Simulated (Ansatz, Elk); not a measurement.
**How far do independent atoms describe CoBiS3?**

Structure refinements treat a crystal as free atoms side by side. For a made-up structure of CoBiS3 (cell and positions from a PBE relaxation) the runs below show what the calculated density changes in F(hkl).

Calculated with Elk 11.2.3 (patched build); DFT, PBE, all-electron APW+lo, Dirac cores, scalar-relativistic bands, static density, no spin.

The structure was built from a prototype and need not be the compound's stable phase.

## Step 1: The structure

It takes space group P4mm (No. 99, tetragonal). The conventional cell has a = 4.291 Å, b = 4.291 Å, c = 5.580 Å, α = 90.00°, β = 90.00°, γ = 90.00°. Nearest to Bi lie 8 S at 2.78 to 3.19 Å. Co has 5 S at 2.17 to 2.24 Å nearest. Nearest to S lie 2 Co at 2.24 Å and 2 Bi at 2.78 Å. Nearest to S lie 1 Co at 2.17 Å and 4 Bi at 3.19 Å. Farther neighbours and most contacts between anions are not listed.

## Step 2: Ground state and structure factors

An all-electron density is needed, since X-rays see the cores too. Task 0 finds the density and task 195 Fourier-transforms it; tshift is off so that phases refer to the origin typed.

The input, elk.in:

```
tasks
  0
  195

xctype
  20

spinpol
  .false.

rgkmax
  7.0

gmaxvr
  14.0

lmaxo
  7

lmaxapw
  8

swidth
  0.002

tshift
  .false.

ramdisk
  .false.

hmaxvr
  5.5

maxscl
  120

epspot
  1e-06

sppath
  './'

avec
  8.10810936835 0.00000000000 -0.00000000000
  -0.00000000000 8.10810936835 0.00000000000
  -0.00000000000 0.00000000000 10.54551786779

atoms
  3
  'Bi.in'
  1
  0.0000000000 0.0000000000 0.0281792827   0.000000 0.000000 0.000000
  'Co.in'
  1
  0.5000000000 0.5000000000 0.5955425646   0.000000 0.000000 0.000000
  'S.in'
  3
  0.0000000000 0.5000000000 0.7108560584   0.000000 0.000000 0.000000
  0.5000000000 0.5000000000 0.2061660359   0.000000 0.000000 0.000000
  0.5000000000 0.0000000000 0.7108560584   0.000000 0.000000 0.000000

ngridk
  5 5 4
```

The run is started by

```bash
$ OMP_NUM_THREADS=4 elk
```

Numbers of over 12 decimals in the logs are rounded to 6 here.

What it wrote:

```text
┌─────────────────────────┐
│ Elk code version 11.2.3 │
└─────────────────────────┘

All units are atomic (Hartree, Bohr, etc.)

┌─────────────────────────────────────────────────┐
│ Ground-state run starting from atomic densities │
└─────────────────────────────────────────────────┘

Lattice vectors :
   8.108109368       0.000000000      -0.000000000
  -0.000000000       8.108109368       0.000000000
  -0.000000000       0.000000000       10.54551787

Reciprocal lattice vectors :
  0.7749260674       0.000000000       0.000000000
  -0.000000000      0.7749260674      -0.000000000
   0.000000000       0.000000000      0.5958157187

Unit cell volume      :    693.2775041
Brillouin zone volume :   0.3577935415

Muffin-tin inner radius fraction :   0.1000000000E-01

Nuclei treated as point charges

Species : 1 (Bi)
 parameters loaded from : Bi.in
 name : bismuth
 nuclear charge    :   -83.00000000
 electronic charge :    83.00000000
 atomic mass :    380947.9285
 muffin-tin radius :    2.800000000
 number of radial points in muffin-tin :   1393
 inner part over the whole radius :   0.9976520004E-02
 number on inner part of muffin-tin    :   1001
 approximate nuclear radius :   0.1052171418E-03
 number of mesh points to nuclear radius :    526
 atomic positions (lattice), magnetic fields (Cartesian) :
  1 :   0.00000000  0.00000000  0.02817928    0.00000000  0.00000000  0.00000000

Species : 2 (Co)
 parameters loaded from : Co.in
 name : cobalt
 nuclear charge    :   -27.00000000
 electronic charge :    27.00000000
 atomic mass :    107428.6517
 muffin-tin radius :    2.116266334
 number of radial points in muffin-tin :    993
 inner part over the whole radius :   0.9899179103E-02
 number on inner part of muffin-tin    :    698
 approximate nuclear radius :   0.7243775530E-04
 number of mesh points to nuclear radius :    336
 atomic positions (lattice), magnetic fields (Cartesian) :
  1 :   0.50000000  0.50000000  0.59554256    0.00000000  0.00000000  0.00000000

Species : 3 (S)
 parameters loaded from : S.in
 name : sulphur
 nuclear charge    :   -16.00000000
 electronic charge :    16.00000000
 atomic mass :    58450.91931
 muffin-tin radius :    1.939910806
 number of radial points in muffin-tin :    793
 inner part over the whole radius :   0.9887151061E-02
 number on inner part of muffin-tin    :    552
 approximate nuclear radius :   0.6195814986E-04
 number of mesh points to nuclear radius :    253
 atomic positions (lattice), magnetic fields (Cartesian) :
  1 :   0.00000000  0.50000000  0.71085606    0.00000000  0.00000000  0.00000000
  2 :   0.50000000  0.50000000  0.20616604    0.00000000  0.00000000  0.00000000
  3 :   0.50000000  0.00000000  0.71085606    0.00000000  0.00000000  0.00000000

Total number of atoms per unit cell :    5
Total muffin-tin volume :    223.3923946
 ratio of muffin-tin to unit cell volume :   0.3222265158

Spin treatment :
 spin-unpolarised

Number of Bravais lattice symmetries :   16
Number of crystal symmetries         :    8
Crystal has no inversion symmetry
Complex Hermitian eigensolver will be used

k-point grid :      5     5     4
k-point offset :    0.000000000       0.000000000       0.000000000
k-point set is reduced with full crystal symmetry group
Total number of k-points :       24

Muffin-tin radius times maximum |G+k| :    7.000000000
 using average radius
Maximum |G+k| for APW functions       :    3.260059991
Maximum (1/2)|G+k|²                   :    5.313995572
Maximum |G| for potential and density :    14.00000000
Constant for pseudocharge density :   10
 order of it for each species :   17  17  17
 order of it for pair densities of each species (exact exchange by exxq0 0: 18) :   16   9   7
Radial integration step length :    1

G-vector grid sizes :     40    40    48
Number of G-vectors :    32119

Maximum angular momentum used for
 APW functions            :    8
 outer part of muffin-tin :    7
 inner part of muffin-tin :    2

Total nuclear charge    :   -158.0000000
[...]
Density of states at Fermi energy :    99.22805403
 (states/Hartree/unit cell)

Estimated indirect band gap :   0.1798759213E-02
 from k-point 20 to k-point 14
Estimated direct band gap   :   0.9167403987E-02
 at k-point 1

Charges :
 core                        :    110.0000000
 valence                     :    48.00000000
 interstitial                :    10.08430274
 muffin-tins (core leakage)
  species : 1 (Bi)
   atom 1                    :    80.49876053     (  0.6979589594E-03)
  species : 2 (Co)
[...]
species : 3 (S)
[...]
total in muffin-tins        :    147.9156973
 total calculated charge     :    157.9955290
 total charge                :    158.0000000
 error                       :   0.4470954547E-02

RMS change in Kohn-Sham potential (target) :   0.4515675923     (  0.1000000000E-05)
Absolute change in total energy (target)   :   0.9540858328E-01 (  0.1000000000E-03)

[... loops 3 to 18 left out ...]

┌──────────────────┐
│ Loop number : 19 │
└──────────────────┘

Energies :
 Fermi                       :     0.222430
 sum of occupied eigenvalues :     -14850.228245356
 electron kinetic            :      27863.194635390
 core electron kinetic       :      27540.070965327
 Coulomb                     :     -51500.493800088
 Coulomb potential           :     -42014.563963483
 nuclear-nuclear             :     -1810.7386929342
 electron-nuclear            :     -57391.997952563
 Hartree                     :      7702.2428454098
 Madelung                    :     -30493.211818346
 xc potential                :     -698.85891726288
 exchange                    :     -527.03361200646
 correlation                 :     -8.304667
 electron entropic           :    -0.17198967902858E-02
 total energy                :     -24172.639163568

Density of states at Fermi energy :    138.8709040
 (states/Hartree/unit cell)

Estimated indirect band gap :   0.1677472057E-03
 from k-point 24 to k-point 21
Estimated direct band gap   :   0.9975682564E-03
 at k-point 21

Charges :
 core                        :    110.0000000
 valence                     :    48.00000000
 interstitial                :    10.40602883
 muffin-tins (core leakage)
  species : 1 (Bi)
[...]
species : 2 (Co)
[...]
species : 3 (S)
[...]
total in muffin-tins        :    147.5939712
 total calculated charge     :    157.9955737
 total charge                :    158.0000000
 error                       :   0.4426326239E-02

RMS change in Kohn-Sham potential (target) :   0.5535584402E-06 (  0.1000000000E-05)
Absolute change in total energy (target)   :   0.8835582776E-04 (  0.1000000000E-03)

Convergence targets achieved

┌──────────────────┐
│ Loop number : 20 │
└──────────────────┘

Energies :
 Fermi                       :     0.222430
 sum of occupied eigenvalues :     -14850.228237504
 electron kinetic            :      27863.194649238
 core electron kinetic       :      27540.070968696
 Coulomb                     :     -51500.493802614
 Coulomb potential           :     -42014.563953988
 nuclear-nuclear             :     -1810.7386929342
 electron-nuclear            :     -57391.997967018
 Hartree                     :      7702.2428573373
 Madelung                    :     -30493.211825620
 xc potential                :     -698.85893275333
 exchange                    :     -527.03361248747
 correlation                 :     -8.304667
 electron entropic           :    -0.17198974370537E-02
 total energy                :     -24172.639152740

Density of states at Fermi energy :    138.8709565
 (states/Hartree/unit cell)

Estimated indirect band gap :   0.1676869702E-03
 from k-point 24 to k-point 21
Estimated direct band gap   :   0.9975547426E-03
 at k-point 21

Charges :
 core                        :    110.0000000
 valence                     :    48.00000000
 interstitial                :    10.40602865
 muffin-tins (core leakage)
  species : 1 (Bi)
[...]
species : 2 (Co)
[...]
species : 3 (S)
   atom 1                    :    13.68710674     (  0.3946410165E-03)
   atom 2                    :    13.63059877     (  0.3921096793E-03)
   atom 3                    :    13.68710674     (  0.3946410165E-03)
 total in muffin-tins        :    147.5939713
 total calculated charge     :    157.9955737
 total charge                :    158.0000000
 error                       :   0.4426325836E-02

┌──────────────────────────────┐
│ Self-consistent loop stopped │
└──────────────────────────────┘

Warning : core states of species 1 leak from the muffin-tin :   0.6620655581E-03

Warning : core states of species 2 leak from the muffin-tin :   0.2016224555E-02

Warning : core states of species 3 leak from the muffin-tin :   0.3946410165E-03

Wrote STATE.OUT
```

It took 41 s on 4 threads of Arm Neoverse V2, shared host; peak memory 0.21 GiB.

SFACRHO.OUT:

```text

h k l indices transformed by vhmat matrix:
   1.000000000       0.000000000       0.000000000    
   0.000000000       1.000000000       0.000000000    
   0.000000000       0.000000000       1.000000000    

      h      k      l  multipl.   |H|            Re(F)            Im(F)           |F|

      0      0      0      1   0.0000000       158.00000      0.13002017E-15   158.00000    
      0      0     -1      1  0.59581572       53.844743       14.586059       55.785388    
      0      0      1      1  0.59581572       53.844743      -14.586059       55.785388    
      0     -1      0      4  0.77492607       38.772412     -0.24947010E-13   38.772412    
     -1      0      1      4  0.97750027       89.016836       13.806367       90.081146    
      0      1     -1      4  0.97750027       89.016836      -13.806367       90.081146    
     -1      1      0      4   1.0959110       83.200724     -0.62212832E-14   83.200724    
      0      0     -2      1   1.1916314       44.420226      -62.672357       76.817842    
      0      0      2      1   1.1916314       44.420226       62.672357       76.817842    
      1     -1     -1      4   1.2474042       60.937229      -33.879143       69.721892    
      1      1      1      4   1.2474042       60.937229       33.879143       69.721892    
      0      1     -2      4   1.4214415       66.483537      0.95108028       66.490339    
      0      1      2      4   1.4214415       66.483537     -0.95108028       66.490339    
      2      0      0      4   1.5498521       118.29592     -0.44372026E-13   118.29592    
     -1      1      2      4   1.6189522       78.876044       37.198763       87.207673    
     -1      1     -2      4   1.6189522       78.876044      -37.198763       87.207673    
      0      2     -1      4   1.6604331       47.166518       8.9349736       48.005356    
      2      0      1      4   1.6604331       47.166518      -8.9349736       48.005356
```

Elk indexes on the primitive cell of elk.in and gives |H| = 4π sin θ/λ in inverse bohr. Below, one row stands for each form hkl of the conventional cell (m members, Friedel mates merged), F is for one primitive cell and the density is static (no thermal factor). Free-atom factors are Waasmaier and Kirfel's, and R is Σm||F|−|F'||/Σm|F|.

```tsv
hkl	m	sin θ/λ (Å⁻¹)	abs F, DFT	neutral atoms	diff.	abs of complex diff.
001	2	0.090	55.785	56.022	-0.237	0.349
100	4	0.117	38.772	39.336	-0.564	0.564
101	8	0.147	90.081	90.067	+0.014	0.135
110	4	0.165	83.201	83.354	-0.153	0.153
002	2	0.179	76.818	76.855	-0.037	0.426
111	8	0.188	69.722	69.678	+0.044	0.285
102	8	0.214	66.490	66.510	-0.020	0.064
200	4	0.233	118.296	118.366	-0.070	0.070
112	8	0.243	87.208	87.154	+0.054	0.056
201	8	0.250	48.005	47.917	+0.089	0.118
210	8	0.261	36.832	36.654	+0.178	0.178
003	2	0.269	69.541	69.587	-0.045	0.237
211	16	0.276	76.924	77.000	-0.076	0.079
103	8	0.293	79.400	79.519	-0.118	0.118
202	8	0.294	66.396	66.487	-0.092	0.192
113	8	0.315	38.769	38.737	+0.032	0.230
212	16	0.316	58.797	58.727	+0.070	0.318
220	4	0.330	102.722	102.926	-0.204	0.204
221	8	0.342	43.766	43.750	+0.016	0.195
300	4	0.350	34.546	34.371	+0.175	0.175
203	8	0.356	62.690	62.664	+0.026	0.064
004	2	0.358	52.891	53.121	-0.230	0.233
```

## Step 3: The highest occupied states alone

An energy window below the Fermi level keeps the highest occupied states, to see at which angles they scatter; shallow core shells can lie inside it and anion s states outside. No new self-consistency is needed.

elk.in: that of step 2 with these lines changed.

```diff
@@ -1,3 +1,2 @@
 tasks
-  0
   195
@@ -40,2 +39,5 @@
 
+wsfac
+  -0.218560 0.522430
+
 sppath
```

The run is started by

```bash
$ OMP_NUM_THREADS=4 elk
```

What it wrote:

```text
┌─────────────────────────────────┐
│ Elk code version 11.2.3 started │
└─────────────────────────────────┘

Info(readinput): the functional depends on the density's gradient
 muffin-tin radial points multiplied by    2.00000
 (not where nrmtscf is given)

┌────────────────────┐
│ Current task : 195 │
└────────────────────┘
Info(checkmt): changed muffin-tin radius of species 2 (Co) from   2.4000 to   2.1163
Info(checkmt): changed muffin-tin radius of species 3 (S) from   2.2000 to   1.9399

Info(sfacrho): density structure factors written to SFACRHO.OUT

 Energy window :  -0.2185600000      0.5224300000

┌──────────────────┐
│ Elk code stopped │
└──────────────────┘
```

The job ended after 11 s (4 threads; peak memory 0.2 GiB).

States within 12 eV below the Fermi level hold 26.64 electrons; any levels below the window count with the cores, and a count that is not whole means the window cuts a band. Their amplitudes can exceed the total, where window and core parts have opposite phase:

```tsv
hkl	sin θ/λ (Å⁻¹)	abs F, window	abs F, all
001	0.090	7.855	55.785
100	0.117	8.202	38.772
101	0.147	5.630	90.081
110	0.165	4.747	83.201
002	0.179	7.892	76.818
111	0.188	3.052	69.722
102	0.214	4.834	66.490
200	0.233	6.364	118.296
112	0.243	4.135	87.208
201	0.250	4.242	48.005
```

## Step 4: Another functional

The difference from free atoms is small, so it is set against the change that PBEsol makes.

elk.in: that of step 3 with these lines changed.

```diff
@@ -1,2 +1,3 @@
 tasks
+  0
   195
@@ -4,3 +5,3 @@
 xctype
-  20
+  22
 
@@ -39,5 +40,2 @@
 
-wsfac
-  -0.218560 0.522430
-
 sppath
```

The run is started by

```bash
$ OMP_NUM_THREADS=4 elk
```

What it wrote:

```text
┌─────────────────────────┐
│ Elk code version 11.2.3 │
└─────────────────────────┘

All units are atomic (Hartree, Bohr, etc.)

┌─────────────────────────────────────────────────┐
│ Ground-state run starting from atomic densities │
└─────────────────────────────────────────────────┘

Lattice vectors :
   8.108109368       0.000000000      -0.000000000
  -0.000000000       8.108109368       0.000000000
  -0.000000000       0.000000000       10.54551787

Reciprocal lattice vectors :
  0.7749260674       0.000000000       0.000000000
[...]
atom 3                    :    13.66459456     (  0.3972418733E-03)
 total in muffin-tins        :    147.5478419
 total calculated charge     :    157.9955365
 total charge                :    158.0000000
 error                       :   0.4463542999E-02

┌──────────────────────────────┐
│ Self-consistent loop stopped │
└──────────────────────────────┘

Warning : core states of species 1 leak from the muffin-tin :   0.6674308490E-03

Warning : core states of species 2 leak from the muffin-tin :   0.2057325504E-02

Warning : core states of species 3 leak from the muffin-tin :   0.3972418733E-03

Wrote STATE.OUT
[key lines of the parts left out:]
total energy                :     -24163.817465419
```

Run time: 41 s. Hardware: 4 threads; peak memory 0.21 GiB.

Against the first run R = 0.01 %; the largest change is -0.040 at 200.

## Step 5: Basis size

A smaller basis shows how fast F responds to it; the change is likely larger than the basis error of the first run, but doesn't show convergence.

elk.in: that of step 4 with these lines changed.

```diff
@@ -5,3 +5,3 @@
 xctype
-  22
+  20
 
@@ -11,3 +11,3 @@
 rgkmax
-  7.0
+  5.5
```

The run is started by

```bash
$ OMP_NUM_THREADS=4 elk
```

What it wrote:

```text
┌─────────────────────────┐
│ Elk code version 11.2.3 │
└─────────────────────────┘

All units are atomic (Hartree, Bohr, etc.)

┌─────────────────────────────────────────────────┐
│ Ground-state run starting from atomic densities │
└─────────────────────────────────────────────────┘

Lattice vectors :
   8.108109368       0.000000000      -0.000000000
  -0.000000000       8.108109368       0.000000000
  -0.000000000       0.000000000       10.54551787

Reciprocal lattice vectors :
  0.7749260674       0.000000000       0.000000000
[...]
atom 3                    :    13.65020058     (  0.3923341192E-03)
 total in muffin-tins        :    147.3984987
 total calculated charge     :    157.9953303
 total charge                :    158.0000000
 error                       :   0.4669653431E-02

┌──────────────────────────────┐
│ Self-consistent loop stopped │
└──────────────────────────────┘

Warning : core states of species 1 leak from the muffin-tin :   0.6626684426E-03

Warning : core states of species 2 leak from the muffin-tin :   0.2008874044E-02

Warning : core states of species 3 leak from the muffin-tin :   0.3923341192E-03

Wrote STATE.OUT
[key lines of the parts left out:]
total energy                :     -24172.508529263
```

It took 28 s on 4 threads; peak memory 0.2 GiB; 71 s of CPU time.

Against the first run R = 0.02 %; the largest change is -0.078 at 200.

## Step 6: Settings against the effect

```tsv
run	R against the first run (%)	R against neutral atoms, low angle (%)	wall time
PBE, rgkmax 7	0.00	0.14	41 s
PBEsol	0.01	0.14	41 s
rgkmax 5.5	0.02	0.15	28 s
```

## Step 7: Summary of results

| Quantity | Value |
| --- | --- |
| R against neutral atoms, sin θ/λ < 0.3 Å⁻¹ | 0.14 % |
| R against neutral atoms, 0.3 to 0.76 Å⁻¹ | 0.10 % |

Independent neutral atoms miss the calculated amplitudes by R = 0.14 % below 0.3 Å⁻¹ and 0.10 % from there to 0.76 Å⁻¹; by shells, 0.29 % below 0.15 Å⁻¹ (3 forms), 0.12 % 0.15 to 0.3 (12 forms), 0.08 % 0.3 to 0.45 (23 forms), 0.10 % above 0.45 (111 forms). Bonding, aspherical density and the tables' own atoms all enter these figures, and the runs don't part them. The largest change of an amplitude is -0.56 electrons, at 100. R counts amplitudes alone; phases shift too. The window's part falls from 26.6 electrons at the origin to at most 1.55 between 0.45 and 0.76 Å⁻¹, where compact states inside the window still scatter. Below 0.3 Å⁻¹ the changes that finished (PBEsol and rgkmax 5.5) move F by R = 0.03 % at most, against the 0.14 % that separates it from free atoms. The k-mesh has no finished test. These runs have no spin, though d or f shells may be open. Spin-orbit coupling is left out, which can matter for elements this heavy. Part of the difference isn't bonding: the tables are fits to free atoms and ions calculated by other methods than this functional. Thermal motion, anomalous dispersion and extinction are left out.

[Logs are printed without paths, hosts, clocks, repeated set-up lines and the standing remarks that a program may print on its own settings, such as how far it seeks lower states.]

[Hosts, paths, dates, database ids (printed as entryN), source tags and the programs' standing remarks are cut or masked in the printed files.]
